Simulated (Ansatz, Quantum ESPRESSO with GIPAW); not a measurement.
# Solid-state NMR of KCSN by GIPAW

Wanted: NMR shieldings and quadrupolar couplings for each site of KCSN.

Method: DFT, PBEsol, plane-wave PAW (pslibrary 1.0.0 recipes), scalar-relativistic, GIPAW; a patched development version of the program, in Quantum ESPRESSO with GIPAW 8.0dev (patched build).

## 1. The structure

Symmetry: Ima2, No. 46, orthorhombic system. The conventional cell has a = 7.910 Å, b = 6.759 Å, c = 6.751 Å, α = 90.00°, β = 90.00°, γ = 90.00°. Nearest to K lie 4 N at 2.96 to 3.50 Å and 4 S at 3.26 to 3.32 Å and 2 C at 3.58 Å. Nearest to S lie 2 C at 1.64 to 3.30 Å and 4 K at 3.26 to 3.32 Å. N has 2 C at 1.19 to 3.46 Å and 4 K at 2.96 to 3.50 Å nearest. Nearest to C lie 2 N at 1.19 to 3.46 Å and 2 S at 1.64 to 3.30 Å and 2 K at 3.58 Å. Farther neighbours and most contacts between anions are not listed.

The cell is a computed entry of the Materials Project; it need not be the form that is stable at ambient conditions.

This structure had its atoms relaxed beforehand (DFT, PBEsol, plane-wave PAW, default files (PAW set soft_2), scalar-relativistic, Ansatz), starting from the database entry, since shieldings follow bond lengths closely.

## 2. The SCF step

GIPAW is a response on top of the ground state, so the wavefunctions come first. Their errors pass straight into the induced current, hence the tight threshold. No empty states are asked for: the response is solved without them. The mesh has a spacing of 0.33 Å⁻¹ at most. The PAW files were made with ld1.x from the pslibrary 1.0.0 recipes, with GIPAW reconstruction switched on.

scf.in

```
&control
  calculation = 'scf'
  prefix = 'x'
  outdir = './tmp/'
  pseudo_dir = './'
/
&system
  ibrav = 0
  nat = 8
  ntyp = 4
  ecutwfc = 55
  ecutrho = 340
  nbnd = 24
/
&electrons
  conv_thr = 1.0d-10
  mixing_beta = 0.7
  electron_maxstep = 100
/
ATOMIC_SPECIES
  K 39.098 K.pbesol-spn-kjpaw_psl.1.0.0-gipaw.UPF
  S 32.060 S.pbesol-n-kjpaw_psl.1.0.0-gipaw.UPF
  N 14.007 N.pbesol-n-kjpaw_psl.1.0.0-gipaw.UPF
  C 12.011 C.pbesol-n-kjpaw_psl.1.0.0-gipaw.UPF
CELL_PARAMETERS angstrom
  -3.95523600 3.37947900 3.37538700
  3.95523600 -3.37947900 3.37538700
  3.95523600 3.37947900 -3.37538700
ATOMIC_POSITIONS crystal
  K 0.22424730 0.72424730 0.50000000
  K 0.22424730 0.22424730 0.00000000
  S 0.73330930 0.84457113 0.38873817
  S 0.45583296 0.34457113 0.61126183
  N 0.80112279 0.17244100 0.12868178
  N 0.04375922 0.67244100 0.87131822
  C 0.76810826 0.03294157 0.23516669
  C 0.79777488 0.53294157 0.76483331
K_POINTS automatic
  4 4 4 0 0 0
```

Run with:

```
$ mpirun -np 4 pw.x -nk 4 -in scf.in > scf.out
```

Log:

```text
[...]
as large as its charge; the limit is 4.5
     Functions over the limit replaced by smooth ones with the moment of the charge, as mend_augmentation asks: 2
     This moves results (see INPUT_PW). Waves and levels in the save fit builds from 8.0dev_s219 on
     using ibrav=0 with symmetry is DISCOURAGED, use correct ibrav instead

     bravais-lattice index     =            0
     lattice parameter (alat)  =      11.7190  a.u.
     unit-cell volume          =    1217.8739 (a.u.)^3
     number of atoms/cell      =            8
     number of atomic types    =            4
     number of electrons       =        48.00
     number of Kohn-Sham states=           24
     kinetic-energy cutoff     =      55.0000  Ry
     charge density cutoff     =     340.0000  Ry
     scf convergence threshold =      1.0E-10
     mixing beta               =       0.7000
     number of iterations used =            8  plain     mixing
     Exchange-correlation= SLA-PW-PSX-PSC
                           (   1   4  10   8   0   0   0)
[...]
K                 9.00    39.09800     K ( 1.00)
     S                 6.00    32.06000     S ( 1.00)
     N                 5.00    14.00700     N ( 1.00)
     C                 4.00    12.01100     C ( 1.00)

      4 Sym. Ops. (no inversion) found ( 2 have fractional translation)
[...]
number of k points=    18
[...]
Dense  grid:   128999 G-vectors     FFT dimensions: (  72,  72,  72)

     Smooth grid:    67131 G-vectors     FFT dimensions: (  60,  60,  60)

     Check: negative core charge=   -0.000005

     Initial potential from superposition of free atoms

     starting charge      47.9627, renormalised to      48.0000
     Starting wfcs are   40 randomized atomic wfcs

     Self-consistent Calculation

     iteration #  1     ecut=    55.00 Ry     beta= 0.70
     Davidson diagonalization with overlap
     ethr =  1.00E-02,  avg # of iterations =  2.0

     total energy              =    -444.29842955 Ry
     estimated scf accuracy    <       1.04765904 Ry

     iteration #  2     ecut=    55.00 Ry     beta= 0.70
     Davidson diagonalization with overlap
     ethr =  2.18E-03,  avg # of iterations =  5.0

     total energy              =    -444.40057711 Ry
     estimated scf accuracy    <       2.13316872 Ry

     iteration #  3     ecut=    55.00 Ry     beta= 0.70
     Davidson diagonalization with overlap
     ethr =  2.18E-03,  avg # of iterations =  3.6

     total energy              =    -444.76961003 Ry
     estimated scf accuracy    <       0.02826737 Ry

[...]
total energy              =    -444.78443756 Ry
[...]
iteration # 15     ecut=    55.00 Ry     beta= 0.70
     Davidson diagonalization with overlap
     ethr =  1.41E-11,  avg # of iterations =  2.0

     total energy              =    -444.78443756 Ry
     estimated scf accuracy    <          2.9E-09 Ry

     iteration # 16     ecut=    55.00 Ry     beta= 0.70
     Davidson diagonalization with overlap
     ethr =  6.14E-12,  avg # of iterations =  4.0

     End of self-consistent calculation
     [one-electron energies left out]

!    total energy              =    -444.78443756 Ry
     total all-electron energy =     -4369.799245 Ry
     estimated scf accuracy    <          2.5E-11 Ry

     The total energy is the sum of the following terms:
     one-electron contribution =     -81.43182827 Ry
     hartree contribution      =      58.53761489 Ry
     xc contribution           =     -52.53510406 Ry
     ewald contribution        =    -144.73520129 Ry
     one-center paw contrib.   =    -224.61991882 Ry

     convergence has been achieved in  16 iterations
[...]
JOB DONE.
```

It took 27 s on 4 MPI ranks of AMD EPYC 9R45, shared host; peak memory 1.1 GiB.

It converged in 16 cycles to an estimated accuracy of 3e-11 Ry, on 18 irreducible k-points.

## 3. Shieldings

A uniform field breaks periodicity, so gipaw.x applies it as a wave of small q and takes the limit. It solves for the first-order states, builds the induced current and gets the field at each nucleus by Biot–Savart; the PAW spheres add what the smooth waves miss near the nuclei. pawproj makes the reconstruction use the PAW data sets' own projectors.

nmr.in

```
&inputgipaw
  job = 'nmr'
  prefix = 'x'
  tmp_dir = './tmp/'
  restart_mode = 'from_scratch'
  verbosity = 'low'
  q_gipaw = 0.01
  spline_ps = .true.
  conv_threshold = 1.0d-14
  use_nmr_macroscopic_shape = .false.
  pawproj(1) = .true.
  pawproj(2) = .true.
  pawproj(3) = .true.
  pawproj(4) = .true.
/
```

Run with:

```
$ mpirun -np 4 gipaw.x -in nmr.in > nmr.out
```

Log:

```text
[banner, memory and clock lines left out]
[a note of our patched build left out]

     Parallelizing q-star over 1 images

     IMPORTANT: XC functional enforced from input :
     Exchange-correlation= PBESOL
                           (   1   4  10   8   0   0   0)
     Any further DFT definition will be discarded
     Please, verify this is what you really want

     In N.pbesol-n-kjpaw_psl.1.0.0-gipaw.UPF the largest augmentation function (projectors 1 and 4, L = 1) is 9.4 times
     as large as its charge; the limit is 4.5
     Functions over the limit replaced by smooth ones with the moment of the charge, as in the saved run: 2

     Check: negative core charge=   -0.000005
[...]
projs nearly linearly dependent: l=0  n1,n2= 1, 2  s=  0.99583929
[...]
alpha_pv=     57.1395 eV

     spline_ps is .false., expect some extrapolation errors

     q-space interpolation up to    66.00 Rydberg

     GIPAW job: nmr
     NMR macroscopic correction: no
[...]
Computing the magnetic susceptibility     isolve=0    ethr=  0.1000E-13
     Starting from scratch
     k-point #    1 of    18      pool #  1    cpu time:       1.8
[...]
End of magnetic susceptibility calculation

     f-sum rule (1st term):
           -49.9359          0.0000          0.0000
             0.0000        -49.9489          0.0000
             0.0000          0.0000        -49.9503

     f-sum rule (2nd term):
            -0.6774          0.0000         -0.0000
             0.0000         -0.6645         -0.0000
             0.0000         -0.0000         -0.6632

     f-sum rule (should be   -50.6107):
           -50.6133          0.0000          0.0000
             0.0000        -50.6134          0.0000
             0.0000          0.0000        -50.6135

[... susceptibilities left out ...]
     Contributions to the NMR chemical shifts: -------------------------------

     Macroscopic shape contribution in ppm:                    0.00
             0.0000          0.0000          0.0000
             0.0000          0.0000          0.0000
             0.0000          0.0000          0.0000

     Core contribution in ppm:

     Atom  1  K   pos: (  0.637792  0.000000  0.244111)  core sigma:        1192.38
     Atom  2  K   pos: (  0.000000  0.000000  0.244111)  core sigma:        1192.38
     Atom  3  S   pos: (  0.318896  0.151211  0.647238)  core sigma:         978.84
     Atom  4  S   pos: (  0.318896  0.393739  0.102948)  core sigma:         978.84
     Atom  5  N   pos: ( -0.318896  0.412725  0.459861)  core sigma:         235.22
     Atom  6  N   pos: (  0.956688  0.132225 -0.084429)  core sigma:         235.22
     Atom  7  C   pos: ( -0.318896  0.528783  0.308004)  core sigma:         199.99
     Atom  8  C   pos: (  0.318896  0.561116  0.308004)  core sigma:         199.99

     Bare contribution in ppm:

     Atom  1  K   pos: (  0.637792  0.000000  0.244111)  bare sigma:         119.93
[...]
Atom  2  K   pos: (  0.000000  0.000000  0.244111)  bare sigma:         119.93
[...]
Atom  3  S   pos: (  0.318896  0.151211  0.647238)  bare sigma:          42.26
[...]
Atom  4  S   pos: (  0.318896  0.393739  0.102948)  bare sigma:          42.26
[...]
Atom  5  N   pos: ( -0.318896  0.412725  0.459861)  bare sigma:         -41.62
[...]
Atom  6  N   pos: (  0.956688  0.132225 -0.084429)  bare sigma:         -41.62
[...]
Atom  7  C   pos: ( -0.318896  0.528783  0.308004)  bare sigma:         -61.05
[...]
Atom  8  C   pos: (  0.318896  0.561116  0.308004)  bare sigma:         -61.05
[...]
Diamagnetic contribution in ppm:

     Atom  1  K   pos: (  0.637792  0.000000  0.244111)  dia sigma:          -3.52
[...]
Atom  2  K   pos: (  0.000000  0.000000  0.244111)  dia sigma:          -3.52
[...]
Atom  3  S   pos: (  0.318896  0.151211  0.647238)  dia sigma:          -5.37
[...]
Atom  4  S   pos: (  0.318896  0.393739  0.102948)  dia sigma:          -5.37
[...]
Atom  5  N   pos: ( -0.318896  0.412725  0.459861)  dia sigma:           6.02
[...]
Atom  6  N   pos: (  0.956688  0.132225 -0.084429)  dia sigma:           6.02
[...]
Atom  7  C   pos: ( -0.318896  0.528783  0.308004)  dia sigma:           4.64
[...]
Atom  8  C   pos: (  0.318896  0.561116  0.308004)  dia sigma:           4.64
[...]
Paramagnetic contribution in ppm:

     Atom  1  K   pos: (  0.637792  0.000000  0.244111)  para sigma:        -234.55
[...]
Atom  2  K   pos: (  0.000000  0.000000  0.244111)  para sigma:        -234.55
[...]
Atom  3  S   pos: (  0.318896  0.151211  0.647238)  para sigma:        -457.74
[...]
Atom  4  S   pos: (  0.318896  0.393739  0.102948)  para sigma:        -457.74
[...]
Atom  5  N   pos: ( -0.318896  0.412725  0.459861)  para sigma:        -148.37
[...]
Atom  6  N   pos: (  0.956688  0.132225 -0.084429)  para sigma:        -148.37
[...]
Atom  7  C   pos: ( -0.318896  0.528783  0.308004)  para sigma:         -93.74
[...]
Atom  8  C   pos: (  0.318896  0.561116  0.308004)  para sigma:         -93.74
[...]
Paramagnetic US occ-occ contribution in ppm:

     Atom  1  K   pos: (  0.637792  0.000000  0.244111)  para_oo sigma:          -0.20
[...]
Atom  2  K   pos: (  0.000000  0.000000  0.244111)  para_oo sigma:          -0.20
[...]
Atom  3  S   pos: (  0.318896  0.151211  0.647238)  para_oo sigma:          -3.70
[...]
Atom  4  S   pos: (  0.318896  0.393739  0.102948)  para_oo sigma:          -3.70
[...]
Atom  5  N   pos: ( -0.318896  0.412725  0.459861)  para_oo sigma:          -1.90
[...]
Atom  6  N   pos: (  0.956688  0.132225 -0.084429)  para_oo sigma:          -1.90
[...]
Atom  7  C   pos: ( -0.318896  0.528783  0.308004)  para_oo sigma:          -1.20
[...]
Atom  8  C   pos: (  0.318896  0.561116  0.308004)  para_oo sigma:          -1.20
[...]
Paramagnetic US L_R Q_R contribution in ppm:

     Atom  1  K   pos: (  0.637792  0.000000  0.244111)  para_lq sigma:         108.85
[...]
Atom  2  K   pos: (  0.000000  0.000000  0.244111)  para_lq sigma:         108.85
[...]
Atom  3  S   pos: (  0.318896  0.151211  0.647238)  para_lq sigma:         113.26
[...]
Atom  4  S   pos: (  0.318896  0.393739  0.102948)  para_lq sigma:         113.26
[...]
Atom  5  N   pos: ( -0.318896  0.412725  0.459861)  para_lq sigma:         -54.07
[...]
Atom  6  N   pos: (  0.956688  0.132225 -0.084429)  para_lq sigma:         -54.07
[...]
Atom  7  C   pos: ( -0.318896  0.528783  0.308004)  para_lq sigma:         -24.68
[...]
Atom  8  C   pos: (  0.318896  0.561116  0.308004)  para_lq sigma:         -24.68
[...]
Total NMR chemical shifts in ppm: ---------------------------------------
     (adopting the Simpson convention for anisotropy and asymmetry)-----------

     Atom  1  K   pos: (  0.637792  0.000000  0.244111)  Total sigma:        1182.89
          1203.4331        -12.1012         -0.0000
           -17.2441       1169.7115         -0.0000
            -0.0000         -0.0000       1175.5222

     K       1    anisotropy:     39.05    eta:    0.4341
[...]
Atom  2  K   pos: (  0.000000  0.000000  0.244111)  Total sigma:        1182.89
[... its tensor is left out ...]
     Atom  3  S   pos: (  0.318896  0.151211  0.647238)  Total sigma:         667.54
           539.4801         -0.0000          0.0000
             0.0000        702.2637       -155.6439
             0.0000       -165.1226        760.8669

     S       3    anisotropy:    340.60    eta:    0.1279
[...]
Atom  4  S   pos: (  0.318896  0.393739  0.102948)  Total sigma:         667.54
[... its tensor is left out ...]
     Atom  5  N   pos: ( -0.318896  0.412725  0.459861)  Total sigma:          -4.71
          -159.9119          0.0000         -0.0000
             0.0000         18.5667       -224.7706
            -0.0000       -209.8734        127.2186

     N       5    anisotropy:    452.42    eta:    0.0292
[...]
Atom  6  N   pos: (  0.956688  0.132225 -0.084429)  Total sigma:          -4.71
[... its tensor is left out ...]
     Atom  7  C   pos: ( -0.318896  0.528783  0.308004)  Total sigma:          23.94
           -98.0825          0.0000          0.0000
             0.0000         37.9322       -169.7073
             0.0000       -175.7024        131.9735

     C       7    anisotropy:    360.00    eta:    0.0168
[...]
Atom  8  C   pos: (  0.318896  0.561116  0.308004)  Total sigma:          23.94
[... its tensor is left out ...]
```

Elapsed: 4.4 min, on 4 MPI ranks; peak memory 0.67 GiB.

(Part 1 of 2 ends here.)

[Banner, clock, file and message-heading lines were taken out of the pw.x and gipaw.x logs.]

[Logs are printed without paths, hosts, clocks, repeated set-up lines and the standing remarks that a program may print on its own settings, such as how far it seeks lower states.]

[Hosts, paths, dates, database ids (printed as entryN), source tags and the programs' standing remarks are cut or masked in the printed files.]

[Where no reference line passes its bar on scatter, no shift is given, so a measured shift of this compound may stand uncompared.]
